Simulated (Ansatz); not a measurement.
# What LiZnF3 (model cell, started as cubic perovskite with Zn in the octahedra) distorts into, part 2 of 3

Aim: this structure of LiZnF3 (model cell, started as cubic perovskite with Zn in the octahedra) is to be tested for unstable modes, and one is followed downhill.

Ansatz 0.2.0; DFT PBEsol, scalar-relativistic, plane waves, PAW; PAW set soft_1.

So far, highest frequency on the path or at a solved wavevector (cm⁻¹): step 2 (the dispersion) 579. Also lowest frequency on the path (cm⁻¹): step 2 -231.

The structure was built from a prototype and need not be the compound's stable phase.

### Step 4. The mode frozen in, largest atomic shift 0.6 Å

The atoms are moved along the unstable eigenvector, the largest shift by 0.6 Å, with the cell fixed.

Contents of input.yaml:

```yaml
crystal:
  lattice:
    - [3.9677040432, 3.9677040432, 0.0]
    - [3.9677040432, 0.0, 3.9677040432]
    - [3.9677040432, 0.0, -3.9677040432]
  atoms:
    - { symbol: Li, position: [0.0873074599, -0.0436537299, -0.1309611898] }
    - { symbol: Li, position: [-0.0873074599, 0.5436537299, 0.6309611898] }
    - { symbol: Zn, position: [0.5, 0.25, 0.75] }
    - { symbol: Zn, position: [0.5, 0.75, 0.25] }
    - { symbol: F, position: [0.5193530713, -0.0193530713, -0.0193530713] }
    - { symbol: F, position: [0.4806469287, 0.5193530713, 0.5193530713] }
    - { symbol: F, position: [0.0, 0.5, -0.0193530713] }
    - { symbol: F, position: [0.0, 0.0, 0.5193530713] }
    - { symbol: F, position: [0.4806469287, 0.0, 0.5193530713] }
    - { symbol: F, position: [0.5193530713, 0.5, -0.0193530713] }
kpoints:
  mp_grid: { grid: [6, 6, 6] }
hamiltonian:
  xc: pbesol
  pseudopotentials: { kind: paw, azcp: { folder: soft_1 }, xc_functional: pbe }
scf:
  occupations: { method: gaussian, width: 0.02 }
output:
  forces: true
  stress: true
  eigenvalues: true
```

Command:

```
ansatz run input.yaml --threads 4 --pin off --max-ram 16384MiB --backend cpu --events-out ev --progress --plain --runs-dir out
```

Numbers of over 12 decimals in the logs are rounded to 6 here.

What it wrote:

```text
[...]
Crystal: 10 atoms, lattice volume = 124.925 Å³
Basis set: ecut = 420 eV, 2421 PW (Γ), exchange–correlation on 80×80×80 points (8 copies of the dense FFT grid, shifted against one another)
Bands: 46, of which v1, the nominal top of the filled ones, is band 36 counted from 1 (35 counted from 0)
Symmetry: 12 space group operations
[...]
k-points: 32 of 216
[...]
k-point 0: bands = [... 32 lower, 0.6106, 0.6780, 2.3989, 2.3989, 5.7384, 9.9663, 10.2995, 12.1660, ... 3 higher]
  k-point 1: bands = [... 32 lower, 0.5461, 0.6384, 2.2254, 2.2254, 6.1040, 9.9846, 10.2351, 11.6111, ... 3 higher]
  k-point 2: bands = [... 32 lower, 0.7346, 0.7346, 1.7913, 1.7913, 6.9964, 9.3115, 10.4070, 11.2748, ... 3 higher]
  k-point 31: bands = [... 32 lower, 0.4998, 0.5484, 1.6472, 1.7008, 8.6333, 8.8745, 9.8214, 10.4001, ... 3 higher]
[key lines of the parts left out:]
SCF converged after 11 iterations
Free energy (F): -11777.369679 eV
Fermi energy:    4.068743 eV
P = ⅓ Tr σ = 0.8095 GPa (8.095 kbar)
```

Run time: 2.8 s. Hardware: 4 threads of Intel Xeon Platinum 8375C at 2.90GHz (Ice Lake), shared host; peak memory 0.6 GiB.

This step gave:

* pressure: 0.8095 GPa
* gap on the k-mesh: 3.340 eV
* energy from the undistorted cell: -48.73 meV/atom

The energy, extrapolated to zero smearing, is -48.73 meV/atom against the undistorted cell.

The run ends at a pressure of 0.81 GPa, with forces up to 0.51 eV/Å.

### Step 5. Energy along the mode, all amplitudes (two of the runs are shown above)

An imaginary frequency means negative curvature, so the energy should fall and then rise again as anharmonic terms take over.

This step gave:

```yaml
depth_at_the_lowest_point_sampled: 48.73 meV/atom
largest_atomic_shift_at_that_point: 0.6 Å
```

The energy from the parent by largest atomic shift:

| largest atomic shift (Å) | energy from the parent (meV/atom) |
| --- | --- |
| 0.000 | 0 |
| 0.040 | -0.251 |
| 0.080 | -1.00 |
| 0.140 | -3.06 |
| 0.220 | -7.49 |
| 0.320 | -15.5 |
| 0.450 | -29.6 |
| 0.600 | -48.7 |

Displacement at unit largest shift by atom:

| atom | x (Å) | y (Å) | z (Å) | size |
| --- | --- | --- | --- | --- |
| Li1 | -0.577 | 0.577 | 0.577 | 0.999 |
| Li2 | 0.577 | -0.577 | -0.577 | 0.999 |
| Zn3 | 0.000 | 0.000 | 0.000 | 0.000 |
| Zn4 | 0.000 | 0.000 | 0.000 | 0.000 |
| F5 | -0.128 | 0.128 | 0.000 | 0.181 |
| F6 | 0.128 | -0.128 | 0.000 | 0.181 |
| F7 | -0.128 | 0.000 | 0.128 | 0.181 |
| F8 | 0.128 | 0.000 | -0.128 | 0.181 |
| F9 | 0.000 | -0.128 | -0.128 | 0.181 |
| F10 | 0.000 | 0.128 | 0.128 | 0.181 |

The lowest of the steps tried is the last one, at 0.6 Å, 48.7 meV/atom below the parent; the bottom of the well need not coincide with a step.

### Step 6. Relaxation from the frozen mode

Starting from the lowest point found, all atoms and the cell are let go, so that strain and other modes of the same symmetry can join in.

input.yaml, as its differences from that of step 4:

```diff
@@ -22,3 +22,3 @@
 scf:
-  occupations: { method: gaussian, width: 0.02 }
+  occupations: { method: fixed }
 output:
@@ -27 +27,6 @@
   eigenvalues: true
+relax:
+  adjacent_minimum: "off"
+  f_tol: 0.002
+  max_steps: 120
+  cell: { stress_tol: 0.03 }
```

What it wrote:

```text
[...]
Crystal: 10 atoms, lattice volume = 124.925 Å³
Basis set: ecut = 420 eV, 2421 PW (Γ), exchange–correlation on 80×80×80 points (8 copies of the dense FFT grid, shifted against one another)
Bands: 46, of which v1, the nominal top of the filled ones, is band 36 counted from 1 (35 counted from 0)
Symmetry: 12 space group operations
[...]
k-points: 32 of 216
[...]
SCF iter   1: F=—  HF=-11786.949655 eV  |F-HF|=—  |Δ(HF+E_count)|=         —  Δρ=1.81e-1  dr2=2.49e1  ethr=3.10e-3  ⟨swp⟩=4.6  Hψ=5845  notcnv=0  defer=234
[...]
SCF iter  11: F=-11777.369679 eV  HF=-11777.369679 eV  |F-HF|=3.38e-8  |Δ(HF+E_count)|=   4.85e-7  Δρ=3.75e-6  dr2=1.48e-8  ethr=1.39e-10  ⟨swp⟩=11.4  Hψ=8074  notcnv=0
SCF 1 converged in 11 iterations: F = -11777.369679 eV  dr2 = 1.48e-8
[...]
relax step   1: F+E_penalty+E_count = -11777.36967916 eV  Δ(F+E_penalty+E_count) = +0.000e0 eV  max|allowed force component| = 2.943e-1 eV/Å  Δτ_max = 0.0000 Å  P = +0.809 GPa  Ω = 124.925 Å³  (11 SCF iters, dr2 threshold 1.00e-7 eV, accepted)
Crystal: 10 atoms, lattice volume = 126.415 Å³
Basis set: ecut = 420 eV, 2481 PW (Γ), exchange–correlation on 80×80×80 points (8 copies of the dense FFT grid, shifted against one another)
[...]
iter 1 solved again at ethr=4.54e-5 eV; its pass at ethr=3.10e-3 eV (dr2=3.27e-2 eV) is discarded
[...]
SCF iter   7: F=-11777.502074 eV  HF=-11777.502073 eV  |F-HF|=1.04e-6  |Δ(HF+E_count)|=   4.27e-6  Δρ=1.47e-5  dr2=2.71e-7  ethr=1.39e-9  ⟨swp⟩=6.0  Hψ=5983  notcnv=0
SCF 2 converged in 7 iterations: F = -11777.502074 eV  dr2 = 2.71e-7
relax step   2: F+E_penalty+E_count = -11777.50207384 eV  Δ(F+E_penalty+E_count) = -1.324e-1 eV  max|allowed force component| = 2.823e-1 eV/Å  Δτ_max = 0.1131 Å  P = +0.105 GPa  Ω = 126.415 Å³  energy of the carried Pulay correction = -4.083e-3 eV  (7 SCF iters, dr2 threshold 1.00e-6 eV, accepted)
Crystal: 10 atoms, lattice volume = 127.306 Å³
Basis set: ecut = 420 eV, 2523 PW (Γ), exchange–correlation on 80×80×80 points (8 copies of the dense FFT grid, shifted against one another)
[...]
SCF iter   8: F=-11777.731656 eV  HF=-11777.731655 eV  |F-HF|=5.02e-7  |Δ(HF+E_count)|=   8.00e-6  Δρ=6.48e-6  dr2=1.28e-7  ethr=1.39e-9  ⟨swp⟩=11.5  Hψ=7742  notcnv=0
SCF 3 converged in 8 iterations: F = -11777.731656 eV  dr2 = 1.28e-7
[...]
relax step   3: F+E_penalty+E_count = -11777.73165565 eV  Δ(F+E_penalty+E_count) = -2.296e-1 eV  max|allowed force component| = 1.201e-1 eV/Å  Δτ_max = 0.1958 Å  P = +0.929 GPa  Ω = 127.306 Å³  energy of the carried Pulay correction = -6.502e-3 eV  (8 SCF iters, dr2 threshold 1.00e-6 eV, accepted)
[... from here on, the SCF cycles and remarks between the steps are left out ...]
relax step   4: F+E_penalty+E_count = -11777.70619819 eV  Δ(F+E_penalty+E_count) = +2.546e-2 eV  max|allowed force component| = 2.420e-1 eV/Å  Δτ_max = 0.1982 Å  P = +0.425 GPa  Ω = 130.783 Å³  energy of the carried Pulay correction = -1.578e-2 eV  (7 SCF iters, dr2 threshold 1.00e-6 eV, rejected (line search))
relax step   5: F+E_penalty+E_count = -11777.75121015 eV  Δ(F+E_penalty+E_count) = -1.955e-2 eV  max|allowed force component| = 3.334e-2 eV/Å  Δτ_max = 0.0789 Å  P = -0.405 GPa  Ω = 130.117 Å³  energy of the carried Pulay correction = -1.402e-2 eV  (12 SCF iters, accepted)
relax step   6: F+E_penalty+E_count = -11777.75416992 eV  Δ(F+E_penalty+E_count) = -2.960e-3 eV  max|allowed force component| = 1.313e-2 eV/Å  Δτ_max = 0.0148 Å  P = +0.055 GPa  Ω = 129.627 Å³  energy of the carried Pulay correction = -1.272e-2 eV  (6 SCF iters, dr2 threshold 4.36e-7 eV, accepted)
relax step   7: F+E_penalty+E_count = -11777.75379158 eV  Δ(F+E_penalty+E_count) = +3.783e-4 eV  max|allowed force component| = 3.682e-2 eV/Å  Δτ_max = 0.0034 Å  P = +0.012 GPa  Ω = 129.704 Å³  energy of the carried Pulay correction = -1.293e-2 eV  (6 SCF iters, dr2 threshold 1.40e-8 eV, rejected (line search))
relax step   8: F+E_penalty+E_count = -11777.75401052 eV  Δ(F+E_penalty+E_count) = +1.594e-4 eV  max|allowed force component| = 8.591e-4 eV/Å  Δτ_max = 0.0009 Å  P = +0.006 GPa  Ω = 129.712 Å³  energy of the carried Pulay correction = -1.295e-2 eV  (8 SCF iters, accepted)
relax step   9: F+E_penalty+E_count = -11777.77709586 eV  Δ(F+E_penalty+E_count) = -2.309e-2 eV  max|allowed force component| = 2.000e-3 eV/Å  Δτ_max = 0.0000 Å  P = +0.313 GPa  Ω = 129.712 Å³  stress off target by 6.38e-1 GPa  SCF on the basis re-selected at this cell (its energy is not comparable with the rows above)  (9 SCF iters)
relax step  10: F+E_penalty+E_count = -11777.77720165 eV  Δ(F+E_penalty+E_count) = -1.058e-4 eV  max|allowed force component| = 6.904e-3 eV/Å  Δτ_max = 0.0100 Å  P = +0.065 GPa  Ω = 130.218 Å³  energy of the carried Pulay correction = -1.383e-3 eV  (5 SCF iters, dr2 threshold 1.00e-6 eV, accepted)
relax step  11: F+E_penalty+E_count = -11777.77700113 eV  Δ(F+E_penalty+E_count) = +2.005e-4 eV  max|allowed force component| = 3.312e-4 eV/Å  Δτ_max = 0.0006 Å  P = -0.001 GPa  Ω = 130.320 Å³  energy of the carried Pulay correction = -1.666e-3 eV  (6 SCF iters, dr2 threshold 5.63e-8 eV, accepted)
relax step  12: F+E_penalty+E_count = -11777.77891173 eV  Δ(F+E_penalty+E_count) = -1.911e-3 eV  max|allowed force component| = 3.358e-4 eV/Å  Δτ_max = 0.0000 Å  P = +0.004 GPa  Ω = 130.320 Å³  stress off target by 3.40e-2 GPa  SCF on the basis re-selected at this cell (its energy is not comparable with the rows above)  (7 SCF iters)
relax step  13: F+E_penalty+E_count = -11777.77889333 eV  Δ(F+E_penalty+E_count) = +1.840e-5 eV  max|allowed force component| = 1.348e-4 eV/Å  Δτ_max = 0.0010 Å  P = +0.001 GPa  Ω = 130.331 Å³  energy of the carried Pulay correction = -2.815e-5 eV  (6 SCF iters, dr2 threshold 2.90e-9 eV, accepted)
[...]
SCF iter   1: F=—  HF=-11777.778936 eV  |F-HF|=—  |Δ(HF+E_count)|=         —  Δρ=3.68e-6  dr2=3.26e-9  ethr=9.56e-8  ⟨swp⟩=3.0  Hψ=9333  notcnv=0  defer=255
eigensolver tolerance schedule: the retry pair's looser diagonalisation over-reported the residual by 21093.66 of it (diagonalisation noise at 1.86 of the residual, at the tolerance the schedule requests for it); recorded, not acted on — ethr = c·dr2/N_el stays at c = 1.0e-1
[...]
SCF iter   2: F=—  HF=-11777.778926 eV  |F-HF|=—  |Δ(HF+E_count)|=   9.97e-6  Δρ=1.88e-6  dr2=1.16e-9  ethr=4.53e-12  ⟨swp⟩=3.6  Hψ=3395  notcnv=0  defer=241
[...]
SCF iter   4: F=-11777.778926 eV  HF=-11777.778926 eV  |F-HF|=3.82e-11  |Δ(HF+E_count)|=  5.42e-10  Δρ=1.60e-7  dr2=3.45e-11  ethr=1.00e-12  ⟨swp⟩=10.9  Hψ=8765  notcnv=0
SCF 14 converged in 4 iterations: F = -11777.778926 eV  dr2 = 3.45e-11
relax step  14: F+E_penalty+E_count = -11777.77892632 eV  Δ(F+E_penalty+E_count) = -3.299e-5 eV  max|allowed force component| = 1.292e-4 eV/Å  Δτ_max = 0.0000 Å  P = +0.001 GPa  Ω = 130.331 Å³  stress off target by 3.25e-3 GPa  SCF on the basis re-selected at this cell (its energy is not comparable with the rows above)  (4 SCF iters)
[...]
SCF converged after 4 iterations
Free energy (F): -11777.778926 eV
[...]
Internal energy: -11777.778926 eV  (E = F + TS)
E sigma→0 (E₀):  -11777.778926 eV
Fermi energy:    1.452502 eV
[...]
--- Forces (eV/Å), atoms counted from 1 ---
  atom   1  Li     0.00006244    -0.00006244    -0.00006244
  atom   2  Li    -0.00006244     0.00006244     0.00006244
  atom   3  Zn     0.00000000     0.00000000     0.00000000
  atom   4  Zn     0.00000000     0.00000000     0.00000000
  atom   5  F     -0.00002986     0.00002986    -0.00012918
  atom   6  F      0.00002986    -0.00002986     0.00012918
  atom   7  F     -0.00002986    -0.00012918     0.00002986
  atom   8  F      0.00002986     0.00012918    -0.00002986
  atom   9  F     -0.00012918    -0.00002986    -0.00002986
  atom  10  F      0.00012918     0.00002986     0.00002986
  max |Σ_I F_I| component: 2.46e-18 eV/Å
--- Stress (GPa, compression-positive) ---
        0.000820      -0.001214      -0.001214
       -0.001214       0.000820       0.001214
       -0.001214       0.001214       0.000820
  P = ⅓ Tr σ = 0.0008 GPa (0.008 kbar)
--- Band table (eV; the first three rows and the last of 32) ---
  k-point 0: bands = [... 32 lower, -0.0380, 0.1475, 1.4477, 1.4477, 5.0850, 9.2620, 9.7007, 11.4728, ... 6 higher]
  k-point 1: bands = [... 32 lower, -0.0854, 0.1235, 1.2981, 1.2981, 5.4359, 9.2652, 9.5067, 10.9378, ... 6 higher]
  k-point 2: bands = [... 32 lower, 0.0126, 0.0683, 0.9367, 0.9367, 6.3126, 8.5418, 9.6291, 10.5121, ... 6 higher]
  k-point 31: bands = [... 32 lower, -0.1283, -0.1011, 0.7490, 0.7864, 8.0430, 8.1272, 9.2790, 9.6990, ... 6 higher]
--- Relaxed structure (11 steps of the walk, 9 accepted, 3 SCFs on fresh bases) ---
  F+E_penalty+E_count = -11777.77892632 eV   max|allowed force component| = 1.292e-4 eV/Å   (the final SCF, on the basis selected at the relaxed cell)
  cell:  # Å, volume = 130.3309 Å³
    - [3.941215, 3.941215, 0.0]
    - [3.941215, 0.0, 3.941215]
    - [4.110567, -0.169352, -4.110567]
  atoms:
    - { symbol: Li, position: [0.147524, -0.073762, -0.221286] }
    - { symbol: Li, position: [-0.147524, 0.573762, 0.721286] }
    - { symbol: Zn, position: [0.5, 0.25, 0.750000] }
    - { symbol: Zn, position: [0.5, 0.750000, 0.25] }
    - { symbol: F, position: [0.531588, -0.032132, -0.031044] }
    - { symbol: F, position: [0.468412, 0.532132, 0.531044] }
    - { symbol: F, position: [-0.00108779, 0.500544, -0.031044] }
    - { symbol: F, position: [0.00108779, -0.000543897, 0.531044] }
    - { symbol: F, position: [0.468412, -0.000543897, 0.531044] }
    - { symbol: F, position: [0.531588, 0.500544, -0.031044] }
```

Run time: 34 s. Hardware: 4 threads; peak memory 0.64 GiB.

Relaxation path:

| step | energy less that of the first step (eV) | largest force component (eV/Å) | pressure (GPa) | volume (Å³) |
| --- | --- | --- | --- | --- |
| 1 | 0.0000 | 0.2943 | 0.81 | 124.92 |
| 2 | -0.1324 | 0.2823 | 0.11 | 126.41 |
| 3 | -0.3620 | 0.1201 | 0.93 | 127.31 |
| 4 | -0.3365 | 0.2420 | 0.43 | 130.78 |
| 5 | -0.3815 | 0.0333 | -0.40 | 130.12 |
| 6 | -0.3845 | 0.0131 | 0.05 | 129.63 |
| 7 | -0.3841 | 0.0368 | 0.01 | 129.70 |
| 8 | -0.3843 | 0.0009 | 0.01 | 129.71 |
| 9* | -0.4074 | 0.0020 | 0.31 | 129.71 |
| 10 | -0.4075 | 0.0069 | 0.06 | 130.22 |
| 11 | -0.4073 | 0.0003 | 0.00 | 130.32 |
| 12* | -0.4092 | 0.0003 | 0.00 | 130.32 |
| 13 | -0.4092 | 0.0001 | 0.00 | 130.33 |
| 14* | -0.4092 | 0.0001 | 0.00 | 130.33 |

Relaxation steps marked * repeat the geometry before them on a plane-wave basis chosen anew for their cell, so energy and pressure can jump there. Relaxation steps 4, 7 were tried and not accepted.

The run keeps the 12 symmetry operations that it works with, so distortions that break them were not tested.

| conventional cell, symmetrised | before | after | change |
| --- | --- | --- | --- |
| a (Å) | 5.611 | 5.574 | -0.7 % |
| b (Å) | 5.611 | 5.574 | -0.7 % |
| c (Å) | 13.745 | 14.533 | +5.7 % |
| volume (Å³/atom) | 12.49 | 13.03 | +4.3 % |

The atoms that moved most (Å, as changes of fractional coordinates times the final cell):

| atom | dx | dy | dz | length |
| --- | --- | --- | --- | --- |
| Li2 | 0.253 | -0.253 | -0.253 | 0.438 |
| Li1 | -0.253 | 0.253 | 0.253 | 0.438 |
| F8 | 0.050 | 0.002 | -0.050 | 0.071 |
| F10 | 0.002 | 0.050 | 0.050 | 0.071 |
| F7 | -0.050 | -0.002 | 0.050 | 0.071 |
| F9 | -0.002 | -0.050 | -0.050 | 0.071 |
| F5 | -0.050 | 0.050 | -0.002 | 0.071 |
| F6 | 0.050 | -0.050 | 0.002 | 0.071 |

The relaxed structure:

```cif
data_structure
_symmetry_space_group_name_H-M 'P 1'
_symmetry_Int_Tables_number 1
_cell_length_a 5.5737
_cell_length_b 5.5737
_cell_length_c 5.8157
_cell_angle_alpha 90.000
_cell_angle_beta 61.367
_cell_angle_gamma 60.000
_cell_volume 130.33
loop_
_atom_site_label
_atom_site_type_symbol
_atom_site_fract_x
_atom_site_fract_y
_atom_site_fract_z
_atom_site_occupancy
Li1 Li 0.14752 0.92624 0.77871 1
Li2 Li 0.85248 0.57376 0.72129 1
Zn3 Zn 0.50000 0.25000 0.75000 1
Zn4 Zn 0.50000 0.75000 0.25000 1
F5 F 0.53159 0.96787 0.96896 1
F6 F 0.46841 0.53213 0.53104 1
F7 F 0.99891 0.50054 0.96896 1
F8 F 0.00109 0.99946 0.53104 1
F9 F 0.46841 0.99946 0.53104 1
F10 F 0.53159 0.50054 0.96896 1
```

Numbers from this step:

| Quantity | Value |
| --- | --- |
| pressure | 8.20e-4 GPa |
| gap on the k-mesh | 3.632 eV |
| volume per atom | 13.03 Å³ |

The distorted start has space group R-3m; the relaxation ends in R-3m.

### Step 7. The new phase in its own primitive cell

The relaxed structure is symmetrised, reduced to its primitive cell and relaxed tightly, as its phonons need.

Contents of input.yaml:

```yaml
crystal:
  lattice:
    - [2.7868596475, 1.6089941677, 4.8442493698]
    - [-2.7868596475, 1.6089941677, 4.8442493698]
    - [0.0, -3.2179883354, 4.8442493698]
  atoms:
    - { symbol: Li, position: [0.8237618752, 0.8237618752, 0.8237618752] }
    - { symbol: Li, position: [0.1762381248, 0.1762381248, 0.1762381248] }
    - { symbol: Zn, position: [0.5, 0.5, 0.5] }
    - { symbol: Zn, position: [0.0, 0.0, 0.0] }
    - { symbol: F, position: [0.2494561033, 0.7821315337, 0.2494561033] }
    - { symbol: F, position: [0.7505438967, 0.2178684663, 0.7505438967] }
    - { symbol: F, position: [0.2494561033, 0.2494561033, 0.7821315337] }
    - { symbol: F, position: [0.7505438967, 0.7505438967, 0.2178684663] }
    - { symbol: F, position: [0.2178684663, 0.7505438967, 0.7505438967] }
    - { symbol: F, position: [0.7821315337, 0.2494561033, 0.2494561033] }
kpoints:
  mp_grid: { grid: [6, 6, 6] }
hamiltonian:
  xc: pbesol
  pseudopotentials: { kind: paw, azcp: { folder: soft_1 }, xc_functional: pbe }
scf:
  occupations: { method: fixed }
output:
  forces: true
  stress: true
  eigenvalues: true
relax:
  adjacent_minimum: "off"
  f_tol: 0.001
  max_steps: 60
  cell: { stress_tol: 0.01 }
```

What it wrote:

```text
[...]
Crystal: 10 atoms, lattice volume = 130.331 Å³
Basis set: ecut = 420 eV, 2555 PW (Γ), exchange–correlation on 80×80×80 points (8 copies of the dense FFT grid, shifted against one another)
Bands: 46, of which v1, the nominal top of the filled ones, is band 36 counted from 1 (35 counted from 0)
Symmetry: 12 space group operations
[...]
k-points: 32 of 216
[...]
- { symbol: Zn, position: [0.5, 0.5, 0.5] }
    - { symbol: Zn, position: [0.0, 0.0, 0.0] }
    - { symbol: F, position: [0.2494561033, 0.7821315337, 0.249456] }
    - { symbol: F, position: [0.7505438967, 0.217868, 0.750544] }
    - { symbol: F, position: [0.249456, 0.249456, 0.782132] }
    - { symbol: F, position: [0.750544, 0.750544, 0.2178684663] }
    - { symbol: F, position: [0.217868, 0.7505438967, 0.750544] }
    - { symbol: F, position: [0.7821315337, 0.2494561033, 0.249456] }
[key lines of the parts left out:]
SCF converged after 7 iterations
Free energy (F): -11777.778928 eV
Fermi energy:    1.452504 eV
P = ⅓ Tr σ = 0.0008 GPa (0.008 kbar)
```

Run time: 6.9 s. Hardware: 4 threads; peak memory 0.62 GiB.

Little changed from the start: no atom moved by 0.005 Å and no cell edge by 0.1 %.

This step gave:

```
pressure           : 8.11e-4 GPa
direct gap on mesh : 3.637 eV
```

The largest force component left is 0.13 meV/Å and the pressure is 0.001 GPa, within the tolerances set. The cell now holds 13.03 Å³/atom.

(Continued in part 3 of 3.)

[Logs are printed without paths, hosts, clocks, repeated set-up lines and the standing remarks that a program may print on its own settings, such as how far it seeks lower states.]

[Hosts, paths, dates, database ids (printed as entryN), source tags and the programs' standing remarks are cut or masked in the printed files.]
